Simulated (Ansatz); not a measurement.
# A hypothetical structure for Zn2GaNiSe4

Starting from a made-up structure for Zn2GaNiSe4, the aim is the relaxed cell, its shortest contacts and, where a second run follows, its electronic structure.

Main program and level: Ansatz 0.2.0; DFT, PBEsol, plane-wave PAW, files of the set soft_1, scalar-relativistic, ferromagnetic start, cell and ions relaxed at zero pressure; PAW set soft_1, in the first sound run; inputs show where later runs differ.

## 1. The structure

It takes space group I-42m (No. 121, tetragonal). Conventional cell: a = 5.624 Å, b = 5.624 Å, c = 11.344 Å, α = 90.00°, β = 90.00°, γ = 90.00°. Nearest to Se lie 1 Ga at 2.42 Å and 2 Zn at 2.44 Å and 1 Ni at 2.48 Å. Nearest to Ga lie 4 Se at 2.42 Å. Nearest to Zn lie 4 Se at 2.44 Å. Nearest to Ni lie 4 Se at 2.48 Å. Farther neighbours and most contacts between anions are not listed.

As a file:

```cif
data_structure
_symmetry_space_group_name_H-M 'P 1'
_symmetry_Int_Tables_number 1
_cell_length_a 6.9272
_cell_length_b 6.9272
_cell_length_c 6.9272
_cell_angle_alpha 132.100
_cell_angle_beta 132.100
_cell_angle_gamma 70.070
_cell_volume 179.40
loop_
_atom_site_label
_atom_site_type_symbol
_atom_site_fract_x
_atom_site_fract_y
_atom_site_fract_z
_atom_site_occupancy
Se1 Se 0.38030 0.87150 0.00000 1
Se2 Se 0.61970 0.61970 0.49120 1
Se3 Se 0.87150 0.38030 0.00000 1
Se4 Se 0.12850 0.12850 0.50880 1
Ga5 Ga 0.50000 0.50000 0.00000 1
Zn6 Zn 0.25000 0.75000 0.50000 1
Zn7 Zn 0.75000 0.25000 0.50000 1
Ni8 Ni 0.00000 0.00000 0.00000 1
```

## 2. Relaxation of the guess

The guessed cell has no reason to be at equilibrium. It is relaxed with the atoms, within the space group of the guess.

Contents of input.yaml:

```yaml
crystal:
  lattice:
    - [-2.812, 2.812, 5.672]
    - [2.812, -2.812, 5.672]
    - [2.812, 2.812, -5.672]
  atoms:
    - { symbol: Se, position: [0.3803, 0.8715, 0.0] }
    - { symbol: Se, position: [0.6197, 0.6197, 0.4912] }
    - { symbol: Se, position: [0.8715, 0.3803, 0.0] }
    - { symbol: Se, position: [0.1285, 0.1285, 0.5088] }
    - { symbol: Ga, position: [0.5, 0.5, 0.0] }
    - { symbol: Zn, position: [0.25, 0.75, 0.5] }
    - { symbol: Zn, position: [0.75, 0.25, 0.5] }
    - { symbol: Ni, position: [0.0, 0.0, 0.0], spin: 1.0 }
magnetization:
  spin_polarized: true
kpoints:
  mp_grid: { grid: [7, 7, 7] }
scf:
  occupations: { method: fermi_dirac, width: 0.05 }
hamiltonian:
  xc: pbesol
  pseudopotentials: { kind: paw, azcp: { folder: soft_1 }, xc_functional: pbe }
relax:
  f_tol: 0.015
  max_steps: 70
  cell: {}
output:
  forces: true
  stress: true
```

On the command line:

```bash
$ ansatz run input.yaml --threads 4 --pin off --max-ram 10240MiB --backend cpu --events-out ev --progress --plain --runs-dir out
```

Numbers of over 12 decimals in the logs are rounded to 6 here.

What it wrote:

```text
Engine: ansatz 0.2.0, aarch64-unknown-linux-gnu
Pseudopotentials: kind: paw
Pseudopotential: Se, paw, valence charge 16, recommended cutoff 420 eV (normal), soft_1/Se.paw.azcp
Pseudopotential: Ga, paw, valence charge 13, recommended cutoff 420 eV (normal), soft_1/Ga.paw.azcp
Pseudopotential: Zn, paw, valence charge 12, recommended cutoff 420 eV (normal), soft_1/Zn.paw.azcp
Pseudopotential: Ni, paw, valence charge 18, recommended cutoff 420 eV (normal), soft_1/Ni.paw.azcp
Functional definition: PBEsol
  exchange = pbesol_x
  correlation = pbesol_c
Crystal: 8 atoms, lattice volume = 179.402 Å³
Basis set: ecut = 420 eV, 3531 PW (Γ), exchange–correlation on 96×96×96 points (8 copies of the dense FFT grid, shifted against one another)
Bands: 72, of which v1, the nominal top of the filled ones, is band 60 counted from 1 (59 counted from 0)
Symmetry: 8 space group operations
Space group: I-42m (ITA 121), of the structure as read, at distance tolerance 5.6e-5 Å
Magnetic group: BNS 121.327 (UNI 987), of the structure as read, at distance tolerance 5.6e-5 Å
k-points: 40 of 343 (time reversal used)
Non-local potential: Se, projectors of the file, l = 0: 2, l = 1: 2, l = 2: 3, l = 3: 1
Non-local potential: Ga, projectors of the file, l = 0: 2, l = 1: 2, l = 2: 3, l = 3: 1
Non-local potential: Zn, projectors of the file, l = 0: 2, l = 1: 2, l = 2: 3, l = 3: 1
Non-local potential: Ni, projectors of the file, l = 0: 3, l = 1: 2, l = 2: 3, l = 3: 1
PAW form: soft (Blöchl's): semilocal exchange-correlation on the pseudo side does not see the compensation charge
PAW frozen core: Se, regenerated for the run's functional, and the local potential with it (the file was generated under x = pbe(κ = 0.804, μ = 0.219515), c = pbe(β = 0.066725))
PAW frozen core: Ga, regenerated for the run's functional, and the local potential with it (the file was generated under x = pbe(κ = 0.804, μ = 0.219515), c = pbe(β = 0.066725))
PAW frozen core: Zn, regenerated for the run's functional, and the local potential with it (the file was generated under x = pbe(κ = 0.804, μ = 0.219515), c = pbe(β = 0.066725))
PAW frozen core: Ni, regenerated for the run's functional, and the local potential with it (the file was generated under x = pbe(κ = 0.804, μ = 0.219515), c = pbe(β = 0.066725))
PAW one-centre angular grid: Se, 590 points (default); XC on 64 Gauss nodes
PAW one-centre angular grid: Ga, 590 points (default); XC on 64 Gauss nodes
PAW one-centre angular grid: Zn, 590 points (default); XC on 64 Gauss nodes
PAW one-centre angular grid: Ni, 590 points (default); XC on 64 Gauss nodes
Initial density: superposition of atomic densities (chi_scale 0.1, normalization cell, long waves kept (reshape's long-wave potential 0.05 eV rms))
Starting moments: Σ|m| = 1 μB on 1 of 8 sites
Initial wavefunctions: pseudopotential atomic-orbital guess
Functional: x = pbesol(κ = 0.804, μ = 0.123457), c = pbesol(β = 0.046)
SCF iter   1: F=—  HF=-37809.910766 eV  |F-HF|=—  |Δ(HF+E_count)|=         —  Δρ=4.99e-2 (↑4.31e-2 ↓4.99e-2)  dr2=1.22e1  dr2_m=4.94e-2  M=1.000 μB ∫|m|=1.017 μB  β_m=0.30  ethr=3.10e-3  ⟨swp⟩=6.0  Hψ=22007  notcnv=0  defer=10
Mixer restart at iter 1: flushing history
preconditioner: auto → Kerker (q_TF=auto, 2.548 Å⁻¹)  [metal: Δε(μ)=0.002 eV  Ē_g=11.898 eV  σ=0.050 eV  W_gap=0.01  n_scr=44 (ndim 8)  ℏωp=23.4 eV  f_vac=0.044  D(μ)=6.07/eV (n_scr^D=36)]
spin=Collinear: Kerker preconditioning applied to the charge; magnetization (m = ρ↑ − ρ↓) channel mixes plain (no charge-response kernel on spin).
SCF iter   2: F=—  HF=-37810.411499 eV  |F-HF|=—  |Δ(HF+E_count)|=   5.01e-1  Δρ=1.92e-2 (↑1.77e-2 ↓1.92e-2)  dr2=2.62e0  dr2_m=1.43e-2  M=1.003 μB ∫|m|=1.043 μB  β_m=0.36  ethr=3.10e-3  ⟨swp⟩=2.5  Hψ=11996  notcnv=0  defer=480
SCF iter   3: F=—  HF=-37810.397754 eV  |F-HF|=—  |Δ(HF+E_count)|=   1.37e-2  Δρ=1.35e-2 (↑1.03e-2 ↓1.35e-2)  dr2=1.51e0  dr2_m=1.22e-2  M=1.000 μB ∫|m|=1.034 μB  β_m=0.47  ethr=2.20e-3  ⟨swp⟩=2.1  Hψ=7186  notcnv=0  defer=446
SCF iter   4: F=—  HF=-37810.395193 eV  |F-HF|=—  |Δ(HF+E_count)|=   2.56e-3  Δρ=5.85e-3 (↑5.85e-3 ↓4.31e-3)  dr2=2.03e-1  dr2_m=3.12e-3  M=1.000 μB ∫|m|=1.038 μB  β_m=0.53  ethr=1.27e-3  ⟨swp⟩=2.7  Hψ=8362  notcnv=0  defer=446
SCF iter   5: F=—  HF=-37810.368360 eV  |F-HF|=—  |Δ(HF+E_count)|=         —  Δρ=4.29e-3 (↑4.29e-3 ↓3.99e-3)  dr2=8.55e-2  dr2_m=1.49e-4  M=1.000 μB ∫|m|=1.040 μB  β_m=0.53  ethr=1.70e-4  ⟨swp⟩=2.0  Hψ=9269  notcnv=0  defer=458
Mixer restart at iter 5: flushing history
SCF iter   6: F=—  HF=-37810.379360 eV  |F-HF|=—  |Δ(HF+E_count)|=   1.10e-2  Δρ=1.97e-3 (↑1.66e-3 ↓1.97e-3)  dr2=2.87e-2  dr2_m=1.14e-4  M=1.000 μB ∫|m|=1.043 μB  β_m=0.76  ethr=7.18e-5  ⟨swp⟩=2.0  Hψ=8414  notcnv=0  defer=458
SCF iter   7: F=—  HF=-37810.391103 eV  |F-HF|=—  |Δ(HF+E_count)|=   1.17e-2  Δρ=2.85e-3 (↑2.04e-3 ↓2.85e-3)  dr2=2.47e-2  dr2_m=5.55e-4  M=1.001 μB ∫|m|=1.050 μB  β_m=0.66  ethr=2.41e-5  ⟨swp⟩=2.0  Hψ=8419  notcnv=0  defer=458
SCF iter   8: F=—  HF=-37810.388153 eV  |F-HF|=—  |Δ(HF+E_count)|=   2.95e-3  Δρ=1.39e-3 (↑1.39e-3 ↓9.59e-4)  dr2=4.70e-3  dr2_m=9.33e-5  M=1.001 μB ∫|m|=1.049 μB  β_m=0.65  ethr=2.07e-5  ⟨swp⟩=2.1  Hψ=11962  notcnv=0  defer=443
SCF iter   9: F=—  HF=-37810.387999 eV  |F-HF|=—  |Δ(HF+E_count)|=   1.54e-4  Δρ=6.41e-4 (↑4.09e-4 ↓6.41e-4)  dr2=1.83e-3  dr2_m=6.33e-5  M=1.001 μB ∫|m|=1.051 μB  β_m=0.63  ethr=3.95e-6  ⟨swp⟩=2.0  Hψ=10900  notcnv=0  defer=443
SCF iter  10: F=—  HF=-37810.388150 eV  |F-HF|=—  |Δ(HF+E_count)|=   1.51e-4  Δρ=3.54e-4 (↑3.10e-4 ↓3.54e-4)  dr2=8.50e-4  dr2_m=1.32e-6  M=1.001 μB ∫|m|=1.049 μB  β_m=0.82  ethr=1.54e-6  ⟨swp⟩=2.0  Hψ=9113  notcnv=0  defer=443
SCF iter  11: F=—  HF=-37810.388239 eV  |F-HF|=—  |Δ(HF+E_count)|=   8.91e-5  Δρ=1.01e-4 (↑1.01e-4 ↓9.31e-5)  dr2=1.01e-4  dr2_m=6.47e-8  M=1.001 μB ∫|m|=1.050 μB  β_m=0.83  ethr=7.14e-7  ⟨swp⟩=2.0  Hψ=6235  notcnv=0  defer=443
SCF iter  12: F=—  HF=-37810.388266 eV  |F-HF|=—  |Δ(HF+E_count)|=   2.68e-5  Δρ=5.10e-5 (↑2.98e-5 ↓5.10e-5)  dr2=1.72e-5  dr2_m=3.27e-7  M=1.001 μB ∫|m|=1.050 μB  β_m=0.89  ethr=8.50e-8  ⟨swp⟩=2.0  Hψ=7024  notcnv=0  defer=443
SCF iter  13: F=—  HF=-37810.388265 eV  |F-HF|=—  |Δ(HF+E_count)|=   1.41e-6  Δρ=2.39e-5 (↑2.15e-5 ↓2.39e-5)  dr2=4.31e-6  dr2_m=6.42e-9  M=1.001 μB ∫|m|=1.050 μB  β_m=0.82  ethr=1.45e-8  ⟨swp⟩=2.0  Hψ=8557  notcnv=0  defer=443
SCF iter  14: F=—  HF=-37810.388264 eV  |F-HF|=—  |Δ(HF+E_count)|=   4.50e-7  Δρ=1.25e-5 (↑6.39e-6 ↓1.25e-5)  dr2=6.69e-7  dr2_m=2.98e-8  M=1.001 μB ∫|m|=1.050 μB  β_m=0.86  ethr=3.62e-9  ⟨swp⟩=2.1  Hψ=10103  notcnv=0  defer=443
[...]
SCF 3 converged in 11 iterations: F = -37810.670175 eV  dr2 = 5.27e-8
relax step   3: F+E_penalty+E_count = -37810.67017494 eV  Δ(F+E_penalty+E_count) = -2.954e-2 eV  max|allowed force component| = 8.149e-2 eV/Å  Δτ_max = 0.0507 Å  P = +0.295 GPa  Ω = 172.211 Å³  energy of the carried Pulay correction = +1.962e-3 eV  (11 SCF iters, dr2 threshold 8.00e-7 eV, accepted)
[...]
relax step   4: F+E_penalty+E_count = -37810.67343656 eV  Δ(F+E_penalty+E_count) = -3.262e-3 eV  max|allowed force component| = 3.355e-3 eV/Å  Δτ_max = 0.0106 Å  P = -0.057 GPa  Ω = 173.045 Å³  energy of the carried Pulay correction = +1.731e-3 eV  (10 SCF iters, dr2 threshold 4.33e-7 eV, accepted)
[...]
relax step   5: F+E_penalty+E_count = -37810.67350915 eV  Δ(F+E_penalty+E_count) = -7.258e-5 eV  max|allowed force component| = 1.863e-3 eV/Å  Δτ_max = 0.0006 Å  P = -0.001 GPa  Ω = 172.899 Å³  energy of the carried Pulay correction = +1.771e-3 eV  (8 SCF iters, dr2 threshold 9.71e-9 eV, accepted)
Initial wavefunctions: pseudopotential atomic-orbital guess (no wavefunctions were taken with the density)
iter 1 solved again at ethr=4.54e-7 eV; its pass at ethr=3.10e-3 eV (dr2=5.40e-4 eV) is discarded
SCF iter   1: F=—  HF=-37810.671728 eV  |F-HF|=—  |Δ(HF+E_count)|=         —  Δρ=4.94e-5 (↑3.70e-5 ↓4.94e-5)  dr2=6.04e-6  dr2_m=2.16e-7  M=0.977 μB ∫|m|=1.013 μB  β_m=0.65  ethr=4.54e-7  ⟨swp⟩=3.0  Hψ=37943  notcnv=0
spin=Collinear: Kerker preconditioning applied to the charge; magnetization (m = ρ↑ − ρ↓) channel mixes plain (no charge-response kernel on spin).
SCF iter   2: F=—  HF=-37810.671684 eV  |F-HF|=—  |Δ(HF+E_count)|=   4.35e-5  Δρ=5.57e-5 (↑5.46e-5 ↓5.57e-5)  dr2=1.02e-5  dr2_m=1.60e-8  M=0.977 μB ∫|m|=1.013 μB  β_m=0.57  ethr=5.08e-9  ⟨swp⟩=2.0  Hψ=9183  notcnv=0
SCF iter   3: F=—  HF=-37810.671683 eV  |F-HF|=—  |Δ(HF+E_count)|=   1.51e-6  Δρ=7.61e-6 (↑7.05e-6 ↓7.61e-6)  dr2=2.19e-7  dr2_m=3.11e-10  M=0.977 μB ∫|m|=1.013 μB  β_m=0.57  ethr=5.08e-9  ⟨swp⟩=2.0  Hψ=8555  notcnv=0
SCF iter   4: F=—  HF=-37810.671682 eV  |F-HF|=—  |Δ(HF+E_count)|=   7.23e-7  Δρ=1.04e-5 (↑4.17e-6 ↓1.04e-5)  dr2=2.42e-7  dr2_m=1.88e-8  M=0.977 μB ∫|m|=1.012 μB  β_m=0.78  ethr=1.84e-10  ⟨swp⟩=2.0  Hψ=8242  notcnv=0
SCF iter   5: F=—  HF=-37810.671682 eV  |F-HF|=—  |Δ(HF+E_count)|=   4.10e-7  Δρ=5.29e-6 (↑5.29e-6 ↓4.24e-6)  dr2=4.68e-8  dr2_m=2.89e-8  M=0.977 μB ∫|m|=1.012 μB  β_m=0.83  ethr=1.84e-10  ⟨swp⟩=2.0  Hψ=10561  notcnv=0
SCF iter   6: F=—  HF=-37810.671682 eV  |F-HF|=—  |Δ(HF+E_count)|=   9.95e-8  Δρ=7.88e-6 (↑2.61e-6 ↓7.88e-6)  dr2=1.85e-7  dr2_m=1.12e-8  M=0.977 μB ∫|m|=1.012 μB  β_m=0.92  ethr=3.94e-11  ⟨swp⟩=2.0  Hψ=10561  notcnv=0
SCF iter   7: F=—  HF=-37810.671682 eV  |F-HF|=—  |Δ(HF+E_count)|=   7.21e-8  Δρ=3.34e-6 (↑3.34e-6 ↓2.18e-6)  dr2=2.63e-8  dr2_m=2.07e-9  M=0.977 μB ∫|m|=1.012 μB  β_m=0.81  ethr=3.94e-11  ⟨swp⟩=3.0  Hψ=11128  notcnv=0
SCF iter   8: F=—  HF=-37810.671682 eV  |F-HF|=—  |Δ(HF+E_count)|=   1.97e-8  Δρ=7.07e-7 (↑7.07e-7 ↓6.84e-7)  dr2=2.69e-9  dr2_m=1.70e-12  M=0.977 μB ∫|m|=1.012 μB  β_m=0.77  ethr=2.21e-11  ⟨swp⟩=3.0  Hψ=11236  notcnv=0
SCF iter   9: F=—  HF=-37810.671682 eV  |F-HF|=—  |Δ(HF+E_count)|=  1.67e-10  Δρ=3.81e-7 (↑2.74e-7 ↓3.81e-7)  dr2=4.78e-10  dr2_m=1.52e-11  M=0.977 μB ∫|m|=1.012 μB  β_m=0.76  ethr=2.26e-12  ⟨swp⟩=2.0  Hψ=10212  notcnv=0
SCF iter  10: F=—  HF=-37810.671682 eV  |F-HF|=—  |Δ(HF+E_count)|=  6.18e-10  Δρ=1.71e-7 (↑1.53e-7 ↓1.71e-7)  dr2=9.37e-11  dr2_m=1.72e-11  M=0.977 μB ∫|m|=1.012 μB  β_m=0.82  ethr=1.00e-12  ⟨swp⟩=2.0  Hψ=10418  notcnv=0
SCF iter  11: F=—  HF=-37810.671682 eV  |F-HF|=—  |Δ(HF+E_count)|=  1.53e-10  Δρ=8.05e-8 (↑6.77e-8 ↓8.05e-8)  dr2=3.43e-11  dr2_m=1.31e-13  M=0.977 μB ∫|m|=1.012 μB  β_m=0.80  ethr=1.00e-12  ⟨swp⟩=2.0  Hψ=6484  notcnv=0
SCF iter  12: F=-37810.671682 eV  HF=-37810.671682 eV  |F-HF|=6.55e-11  |Δ(HF+E_count)|=  7.28e-12  Δρ=1.39e-7 (↑6.47e-8 ↓1.39e-7)  dr2=6.33e-11  dr2_m=2.59e-12  M=0.977 μB ∫|m|=1.012 μB  ethr=1.00e-12  ⟨swp⟩=3.0  Hψ=18911  notcnv=0
SCF 6 converged in 12 iterations: F = -37810.671682 eV  dr2 = 6.33e-11
relax step   6: F+E_penalty+E_count = -37810.67168239 eV  Δ(F+E_penalty+E_count) = +1.827e-3 eV  max|allowed force component| = 1.715e-3 eV/Å  Δτ_max = 0.0000 Å  P = +0.001 GPa  Ω = 172.899 Å³  stress off target by 1.21e-3 GPa  SCF on the basis re-selected at this cell (its energy is not comparable with the rows above)  (12 SCF iters)
basis re-selected at this cell: Δ(F+E_penalty+E_count) = +1.827e-3 eV, ΔP = +0.002 GPa vs the last step (what re-selecting the basis moved, of the pressure what is left beyond the Pulay correction that the steps carried, after the strain that the cell walked since its last selection, with what the two solves' SCF thresholds leave and, on support functions, any second-order correction that the steps lacked; it is no m [...]
SCF converged after 12 iterations
Magnetization: 0.9766 μB (59.9883 up, 59.0117 down)
Absolute magnetization: 1.0057 μB (∫|ρ↑−ρ↓|, with the PAW one-centre terms)
Spin contamination: 0.0103 ħ² per cell (⟨S²⟩ above its minimum at these occupations)
Per-site moments (μB) at R_I (Å): [(0.033669, 0.959691), (0.033669, 0.959691), (0.033669, 0.959691), (0.033669, 0.959691), (-0.00329166, 1.008345), (0.00540185, 1.006964), (0.00540185, 1.006964), (0.689782, 0.959691)]
Free energy (F): -37810.671682 eV
Harris-Foulkes:  -37810.671682 eV  (|F-HF|=6.55e-11)
Internal energy: -37810.634133 eV  (E = F + TS)
E sigma→0 (E₀):  -37810.652908 eV
Entropy (-TS):   -0.037549 eV (-4.694 meV/atom)
Fermi energy:    8.240837 eV
--- Per-component energies (eV) ---
  E_band       = -2034.362546
  E_kinetic    = 1191.858286
  E_local      = -20718.604658  (includes V_loc(G=0)·N_el)
  E_nonlocal   = 27.592725
  E_hartree    = 10368.576610
  E_xc         = -667.606572
  E_vxc        = -663.986250  (∫ρ·V_xc dr)
  E_paw        = -15644.112896  (= ΣΔE_a)
  E_vpaw       = -2608.373782  (= ΣTr[D̂ρ^β])
  E_aug_tail   = -0.001349  (compensation charges beyond the density's cutoff)
  E_ewald      = -12375.025067
  E_core_change = 6.688787  (= ΣΔE_core)
  E_smearing   = -0.037549  (= −TS)
  E_closure    = 0.000000  (closes the sum)
  Σ components = -37810.671682   (vs F -37810.671682, Δ=0.00e0)
--- Forces (eV/Å), atoms counted from 1 ---
  atom   1  Se    -0.00082240     0.00082240    -0.00171528
  atom   2  Se    -0.00082240    -0.00082240     0.00171528
  atom   3  Se     0.00082240    -0.00082240    -0.00171528
  atom   4  Se     0.00082240     0.00082240     0.00171528
  atom   5  Ga    -0.00000000    -0.00000000    -0.00000000
  atom   6  Zn    -0.00000000    -0.00000000    -0.00000000
  atom   7  Zn    -0.00000000     0.00000000     0.00000000
  atom   8  Ni     0.00000000     0.00000000     0.00000000
  max |Σ_I F_I| component: 9.11e-18 eV/Å
--- Stress (GPa, compression-positive) ---
        0.001215      -0.000000      -0.000000
        0.000000       0.001215      -0.000000
        0.000000      -0.000000       0.000114
  P = ⅓ Tr σ = 0.0008 GPa (0.008 kbar)
--- Relaxed structure (5 steps of the walk, 5 accepted, 1 SCFs on fresh bases) ---
  F+E_penalty+E_count = -37810.67168239 eV   max|allowed force component| = 1.715e-3 eV/Å   (the final SCF, on the basis selected at the relaxed cell)
  cell:  # Å, volume = 172.8986 Å³
    - [-2.782159, 2.782159, 5.584285]
    - [2.782159, -2.782159, 5.584285]
    - [2.782159, 2.782159, -5.584285]
  atoms:
    - { symbol: Se, position: [0.361663, 0.879839, 0.0] }
    - { symbol: Se, position: [0.638337, 0.638337, 0.518175] }
    - { symbol: Se, position: [0.879839, 0.361663, 0.0] }
    - { symbol: Se, position: [0.120161, 0.120161, 0.481825] }
    - { symbol: Ga, position: [0.500000, 0.500000, 1.3727540716243573e-18] }
    - { symbol: Zn, position: [0.250000, 0.750000, 0.500000] }
    - { symbol: Zn, position: [0.750000, 0.250000, 0.500000] }
    - { symbol: Ni, position: [2.1064894547036834e-19, 1.901659296761666e-19, 6.349734896202201e-19] }
```

Elapsed: 4.5 min, on 4 threads of Arm Neoverse V1, shared host; peak memory 1.1 GiB.

Relaxation path:

```csv
step,energy less that of the first step (eV),largest force component (eV/Å),pressure (GPa),volume (Å³)
1,0.0000,0.5341,-1.87,179.40
2,-0.2524,0.2216,-0.68,174.81
3,-0.2819,0.0815,0.29,172.21
4,-0.2852,0.0034,-0.06,173.04
5,-0.2852,0.0019,0.00,172.90
6*,-0.2834,0.0017,0.00,172.90
```

Relaxation steps marked * repeat the geometry before them on a plane-wave basis chosen anew for their cell, so energy and pressure can jump there.

The run keeps the 8 symmetry operations that it works with, so distortions that break them were not tested.

| conventional cell, symmetrised | before | after | change |
| --- | --- | --- | --- |
| a (Å) | 5.624 | 5.564 | -1.1 % |
| b (Å) | 5.624 | 5.564 | -1.1 % |
| c (Å) | 11.344 | 11.169 | -1.5 % |
| volume (Å³/atom) | 22.43 | 21.61 | -3.6 % |

The atoms that moved most (Å, as changes of fractional coordinates times the final cell):

```csv
atom,dx,dy,dz,length
Se1,0.075,-0.075,-0.058,0.121
Se3,-0.075,0.075,-0.058,0.121
Se2,0.075,0.075,0.058,0.121
Se4,-0.075,-0.075,0.058,0.121
```

This step gave:

```
free energy             : -37810.6717 eV
energy at zero smearing : -37810.6529 eV
smearing term TS        : 0.03755 eV
Fermi energy            : 8.241 eV
magnetization           : 0.9766 μB
absolute magnetization  : 1.006 μB
site moments            : 0.03367, 0.03367, 0.03367, 0.03367, -0.003292, 0.005402, 0.005402, 0.6898 μB
electrons               : 119
symmetry operations     : 8
pressure                : 8.48e-4 GPa
```

Site moment by atom:

| atom | site moment (μB) |
| --- | --- |
| Se1 | 0.034 |
| Se2 | 0.034 |
| Se3 | 0.034 |
| Se4 | 0.034 |
| Ga5 | -0.003 |
| Zn6 | 0.005 |
| Zn7 | 0.005 |
| Ni8 | 0.690 |

The shortest distance of each pair, which need not be the same contact before and after:

| pair | guess (Å) | relaxed (Å) |
| --- | --- | --- |
| Ni–Se | 2.477 | 2.327 |
| Se–Zn | 2.437 | 2.441 |
| Ga–Se | 2.420 | 2.444 |
| Se–Se | 3.907 | 3.792 |
| Zn–Zn | 3.977 | 3.935 |

The relaxation ends with a largest force component of 0.0017 eV/Å and a pressure of 0.00 GPa.

(Continued in part 2 of 2.)

[Logs are printed without paths, hosts, clocks, repeated set-up lines and the standing remarks that a program may print on its own settings, such as how far it seeks lower states.]

[Hosts, paths, dates, database ids (printed as entryN), source tags and the programs' standing remarks are cut or masked in the printed files.]
